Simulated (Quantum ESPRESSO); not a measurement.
# Magnetic state of FeGe from several starts, part 2 of 2

Aim: find out which collinear order of FeGe costs least.

Quantum ESPRESSO 7.5; LDA; plane waves with GBRV 1.5 LDA potentials, no spin-orbit coupling.

So far, absolute magnetization (μB): step 2 (run 1 (ferro ++++)) 4.97.

The database entry behind the starting cell differs from later determinations by our own check (about 0.2 % short), so it need not match the best structure at ambient conditions.

### 3. Start 2: antiferro ++−−

Input file pw.in:

```
&CONTROL
  calculation = 'scf'
  prefix = 'pwscf'
  outdir = './tmp'
  pseudo_dir = './pseudo'
  disk_io = 'nowf'
/
&SYSTEM
  ibrav = 0
  celldm(1) = 8
  nat = 8
  ntyp = 3
  ecutwfc = 40
  ecutrho = 280
  nbnd = 74
  occupations = 'smearing'
  smearing = 'fd'
  degauss = 0.00734986
  nspin = 2
  starting_magnetization(1) = 0.175
  starting_magnetization(2) = -0.175
  starting_magnetization(3) = 0
/
&ELECTRONS
  conv_thr = 1.6d-08
  electron_maxstep = 150
  mixing_beta = 0.3
/
ATOMIC_SPECIES
Fe1    55.8450 fe_lda_v1.5.uspp.F.UPF
Fe2    55.8450 fe_lda_v1.5.uspp.F.UPF
Ge     72.6300 ge_lda_v1.4.uspp.F.UPF
CELL_PARAMETERS alat
   1.1076157247963    0.0000000000000    0.0000000000000
   0.0000000000000    1.1076157247963    0.0000000000000
   0.0000000000000    0.0000000000000    1.1076157247963
ATOMIC_POSITIONS crystal
Fe1     0.1350000000    0.1350000000    0.1350000000
Fe1     0.3650000000    0.8650000000    0.6350000000
Fe2     0.6350000000    0.3650000000    0.8650000000
Fe2     0.8650000000    0.6350000000    0.3650000000
Ge      0.8420000000    0.8420000000    0.8420000000
Ge      0.6580000000    0.1580000000    0.3420000000
Ge      0.3420000000    0.6580000000    0.1580000000
Ge      0.1580000000    0.3420000000    0.6580000000
K_POINTS automatic
6 6 6 0 0 0
```

On the command line:

```
$ OMP_NUM_THREADS=1 mpirun -n 4 pw.x -nk 4 -in pw.in > pw.out
```

Log:

```text
[banner, memory and clock lines left out]
Program PWSCF v.7.5 starts

     Message from routine setup:
     using ibrav=0 with symmetry is DISCOURAGED, use correct ibrav instead

     bravais-lattice index     =            0
     lattice parameter (alat)  =       8.0000  a.u.
     unit-cell volume          =     695.7245 (a.u.)^3
     number of atoms/cell      =            8
     number of atomic types    =            3
     number of electrons       =       120.00
     number of Kohn-Sham states=           74
     kinetic-energy cutoff     =      40.0000  Ry
     charge density cutoff     =     280.0000  Ry
     scf convergence threshold =      1.6E-08
     mixing beta               =       0.3000
     number of iterations used =            8  plain     mixing
     Exchange-correlation=  SLA  PZ   NOGX NOGC
                           (   1   1   0   0   0   0   0)

     celldm(1)=   8.000000  celldm(2)=   0.000000  celldm(3)=   0.000000
     celldm(4)=   0.000000  celldm(5)=   0.000000  celldm(6)=   0.000000

     crystal axes: (cart. coord. in units of alat)
               a(1) = (   1.107616   0.000000   0.000000 )
               a(2) = (   0.000000   1.107616   0.000000 )
               a(3) = (   0.000000   0.000000   1.107616 )

     reciprocal axes: (cart. coord. in units 2 pi/alat)
               b(1) = (  0.902840  0.000000  0.000000 )
               b(2) = (  0.000000  0.902840  0.000000 )
               b(3) = (  0.000000  0.000000  0.902840 )

     PseudoPot. # 1 for Fe read from file:
     fe_lda_v1.5.uspp.F.UPF
     Pseudo is Ultrasoft + core correction, Zval = 16.0

     PseudoPot. # 2 for Fe read from file:
     fe_lda_v1.5.uspp.F.UPF
     Pseudo is Ultrasoft + core correction, Zval = 16.0

     PseudoPot. # 3 for Ge read from file:
     ge_lda_v1.4.uspp.F.UPF
     Pseudo is Ultrasoft + core correction, Zval = 14.0

     atomic species   valence    mass     pseudopotential
     Fe1              16.00    55.84500     Fe( 1.00)
     Fe2              16.00    55.84500     Fe( 1.00)
     Ge               14.00    72.63000     Ge( 1.00)

     Starting magnetic structure
     atomic species   magnetization
     Fe1             0.175
     Fe2            -0.175
     Ge              0.000

      2 Sym. Ops. (no inversion) found ( 1 have fractional translation)

   Cartesian axes

     site n.     atom                  positions (alat units)
         1        Fe1    tau(   1) = (   0.1495281   0.1495281   0.1495281  )
         2        Fe1    tau(   2) = (   0.4042797   0.9580876   0.7033360  )
         3        Fe2    tau(   3) = (   0.7033360   0.4042797   0.9580876  )
         4        Fe2    tau(   4) = (   0.9580876   0.7033360   0.4042797  )
         5        Ge     tau(   5) = (   0.9326124   0.9326124   0.9326124  )
         6        Ge     tau(   6) = (   0.7288111   0.1750033   0.3788046  )
         7        Ge     tau(   7) = (   0.3788046   0.7288111   0.1750033  )
         8        Ge     tau(   8) = (   0.1750033   0.3788046   0.7288111  )

     number of k points=    80  Fermi-Dirac smearing, width (Ry)=  0.0073
                       cart. coord. in units 2pi/alat
        k(    1) = (   0.0000000   0.0000000   0.0000000), wk =   0.0046296
        k(    2) = (   0.0000000   0.0000000   0.1504734), wk =   0.0092593
        k(    3) = (   0.0000000   0.0000000   0.3009467), wk =   0.0092593
        k(    4) = (   0.0000000   0.0000000  -0.4514201), wk =   0.0046296
        k(    5) = (   0.0000000   0.1504734   0.1504734), wk =   0.0185185
        [... 75 further k-points ...]

     Dense  grid:    54963 G-vectors     FFT dimensions: (  48,  48,  48)

     Smooth grid:    23847 G-vectors     FFT dimensions: (  36,  36,  36)

     Check: negative core charge=   -0.000031
     Generating pointlists ...
     new r_m :   0.2319 (alat units)  1.8549 (a.u.) for type    1
     new r_m :   0.2319 (alat units)  1.8549 (a.u.) for type    2
     new r_m :   0.2319 (alat units)  1.8549 (a.u.) for type    3

     Initial potential from superposition of free atoms

     starting charge     115.9971, renormalised to     120.0000
     Starting wfcs are   88 randomized atomic wfcs

     Self-consistent Calculation

     iteration #  1     ecut=    40.00 Ry     beta= 0.30
     Davidson diagonalization with overlap
     ethr =  1.00E-02,  avg # of iterations =  2.0

     total energy              =   -1853.37098316 Ry
     estimated scf accuracy    <       3.40941528 Ry

     total magnetization       =     0.00 Bohr mag/cell
     absolute magnetization    =     6.79 Bohr mag/cell

     iteration #  2     ecut=    40.00 Ry     beta= 0.30
     Davidson diagonalization with overlap
     ethr =  2.84E-03,  avg # of iterations =  2.0

     total energy              =   -1853.47948671 Ry
     estimated scf accuracy    <       1.41431642 Ry

     total magnetization       =     0.00 Bohr mag/cell
     absolute magnetization    =     7.52 Bohr mag/cell

     [... further iterations left out ...]

     iteration # 25     ecut=    40.00 Ry     beta= 0.30
     Davidson diagonalization with overlap
     ethr =  2.14E-11,  avg # of iterations =  4.0

     total energy              =   -1853.67920880 Ry
     estimated scf accuracy    <       0.00000003 Ry

     total magnetization       =    -0.00 Bohr mag/cell
     absolute magnetization    =     1.04 Bohr mag/cell

     iteration # 26     ecut=    40.00 Ry     beta= 0.30
     Davidson diagonalization with overlap
     ethr =  2.14E-11,  avg # of iterations =  5.0

     Magnetic moment per site  (integrated on atomic sphere of radius R)
     atom   1 (R=0.232)  charge= 14.2834  magn=  0.2433
     atom   2 (R=0.232)  charge= 14.2834  magn=  0.2433
     atom   3 (R=0.232)  charge= 14.2834  magn= -0.2446
     atom   4 (R=0.232)  charge= 14.2834  magn= -0.2446
     atom   5 (R=0.232)  charge= 11.6999  magn=  0.0005
     atom   6 (R=0.232)  charge= 11.6999  magn=  0.0005
     atom   7 (R=0.232)  charge= 11.6999  magn= -0.0004
     atom   8 (R=0.232)  charge= 11.6999  magn= -0.0004

     End of self-consistent calculation

     Number of k-points >= 100: set verbosity='high' to print the bands.

     the Fermi energy is    16.0373 ev

!    total energy              =   -1853.67921224 Ry
     estimated scf accuracy    <       0.00000001 Ry
     smearing contrib. (-TS)   =      -0.02387674 Ry
     internal energy E=F+TS    =   -1853.65533549 Ry

     The total energy is F=E-TS. E is the sum of the following terms:
     one-electron contribution =    -882.33556814 Ry
     hartree contribution      =     542.35825542 Ry
     xc contribution           =    -344.80490044 Ry
     ewald contribution        =   -1168.87312233 Ry

     total magnetization       =    -0.00 Bohr mag/cell
     absolute magnetization    =     1.07 Bohr mag/cell

     convergence has been achieved in  26 iterations
```

It took 8.8 min on 4 MPI ranks of Arm Neoverse V1, shared host; peak memory 1 GiB; 35 min of CPU time.

Spin moment in the atom's sphere by atom:

```csv
atom,spin moment in the atom's sphere (μB)
Fe1,0.243
Fe2,0.243
Fe3,-0.245
Fe4,-0.245
Ge5,0.001
Ge6,0.001
Ge7,0.000
Ge8,0.000
```

This step gave:

```yaml
smearing_term_ts: 0.3249 eV
magnetization: 0 μB
absolute_magnetization: 1.072 μB
final_state: antiferromagnetic
```

Spin density in the ac plane at fractional y = 0.135, with atoms of Fe and Ge within 0.2 Å of it.

Ten even steps from '0' (0.00 e/Å³) to '9' (0.45 e/Å³), each cell a mean:
```
00000000000000
00000000000000
00000000000000
00000000000000
00000000000000
00000000000000
00000000000000
00000000000000
00000000000000
00000000000000
02410000000000
17930000000000
16820000000000
01200000000000
```
Columns run along a (4.7 Å), rows up along c (4.7 Å). Atoms in or near the plane, at fractional coordinates: Fe at (0.13, 0.13), Ge at (0.66, 0.34).

Valence density in the ac plane at fractional y = 0.135, with atoms of Fe and Ge within 0.2 Å of it. It is the smooth field of the valence electrons, not physical close to the nuclei.

Ten steps, logarithmic in the rise over the least value, from '0' (0 e/Å³) to '9' (30 e/Å³), each cell a mean:
```
11210000000000
00100000010000
00100000000000
01111000000000
01111000000000
00111000000000
00000001121000
00000012464200
00100013897310
13321013797311
47752012454211
69973101111112
58973000000001
35641000000001
```
Columns run along a (4.7 Å), rows up along c (4.7 Å). Atoms in or near the plane, at fractional coordinates: Fe at (0.13, 0.13), Ge at (0.66, 0.34).

### 4. Run 3 (ferri +++−)

Edit pw.in of step 3 so:

```diff
@@ -14,3 +14,3 @@
   ecutrho = 280
-  nbnd = 74
+  nbnd = 77
   occupations = 'smearing'
@@ -39,3 +39,3 @@
 Fe1     0.3650000000    0.8650000000    0.6350000000
-Fe2     0.6350000000    0.3650000000    0.8650000000
+Fe1     0.6350000000    0.3650000000    0.8650000000
 Fe2     0.8650000000    0.6350000000    0.3650000000
```

Log:

```text
     [... lines left out ...]
Program PWSCF v.7.5 starts
     [... lines left out ...]
     number of atoms/cell      =            8
     [... lines left out ...]
     number of electrons       =       120.00
     number of Kohn-Sham states=           77
     kinetic-energy cutoff     =      40.0000  Ry
     charge density cutoff     =     280.0000  Ry
     scf convergence threshold =      1.6E-08
     [... lines left out ...]
      3 Sym. Ops. (no inversion) found ( 2 have fractional translation)
     [... lines left out ...]
     number of k points=    40  Fermi-Dirac smearing, width (Ry)=  0.0073
     [... lines left out ...]
     iteration # 44     ecut=    40.00 Ry     beta= 0.30
     [... lines left out ...]
     Magnetic moment per site  (integrated on atomic sphere of radius R)
     atom   1 (R=0.232)  charge= 14.2790  magn=  1.1093
     atom   2 (R=0.232)  charge= 14.2790  magn=  1.1093
     atom   3 (R=0.232)  charge= 14.2790  magn=  1.1093
     atom   4 (R=0.232)  charge= 14.2791  magn=  1.1092
     atom   5 (R=0.232)  charge= 11.7038  magn= -0.0486
     atom   6 (R=0.232)  charge= 11.7038  magn= -0.0486
     atom   7 (R=0.232)  charge= 11.7038  magn= -0.0486
     atom   8 (R=0.232)  charge= 11.7038  magn= -0.0486
     [... lines left out ...]
     the Fermi energy is    16.1347 ev
!    total energy              =   -1853.69000071 Ry
     estimated scf accuracy    <          7.1E-10 Ry
     smearing contrib. (-TS)   =      -0.01796074 Ry
     [... lines left out ...]
     total magnetization       =     4.09 Bohr mag/cell
     absolute magnetization    =     4.97 Bohr mag/cell
     convergence has been achieved in  44 iterations
```

Elapsed: 6.5 min, on 4 MPI ranks; peak memory 0.83 GiB.

Spin moment in the atom's sphere by atom:

```csv
atom,spin moment in the atom's sphere (μB)
Fe1,1.11
Fe2,1.11
Fe3,1.11
Fe4,1.11
Ge5,-0.05
Ge6,-0.05
Ge7,-0.05
Ge8,-0.05
```

Read from the output:

```
smearing term TS       : 0.2444 eV
magnetization          : 4.09 μB
absolute magnetization : 4.975 μB
final state            : ferromagnetic
```

The typed signs were not kept.

### 5. Energies of the orders

An order is kept where moments of 0.15 μB or more survive with the typed signs; meshes match where a doubled cell samples the same k points as the first cell.

Orders:

```csv
start,final state,typed order kept,energy over the lowest (meV a seeded atom),largest site moment (μB),net moment (μB a cell of the first run),mesh matched,CPU time (s)
ferro ++++,ferromagnetic,yes,0,1.109,4.09,yes,316.4
antiferro ++--,antiferromagnetic,yes,36.7,0.2446,0.0025,yes,2102
ferri +++-,ferromagnetic,no,0,1.109,4.09,yes,1556
```

### 6. Outcome

- lowest state found: ferromagnetic (from ferro ++++ and ferri +++-)
- largest site moment: 1.11 μB
- next state with moments: antiferromagnetic, 36.7 meV a seeded atom higher

In words: The smearing terms TS of the orders run from 61 to 81 meV a seeded atom, so the differences would change at a smaller width: an order with a larger TS is lowered more by the smearing. 1 start left the typed signs, so such an energy belongs to the state reached, not the one typed. Only these 3 starts were compared; other wavevectors, canted and longer-period orders were not. Energies are free energies at an electronic temperature of 1160 K, which lowers moments and differences where the moments are itinerant.

[Logs and program files are shortened in this print: banners, set-up blocks, solver, clock and traceback lines can be left out without a mark of their own.]

[Logs are printed without paths, hosts, clocks, repeated set-up lines and the standing remarks that a program may print on its own settings, such as how far it seeks lower states.]

[Hosts, paths, dates, database ids (printed as entryN), source tags and the programs' standing remarks are cut or masked in the printed files.]

[Where a cell is said to come from a database of computed structures, the database is the Materials Project.]
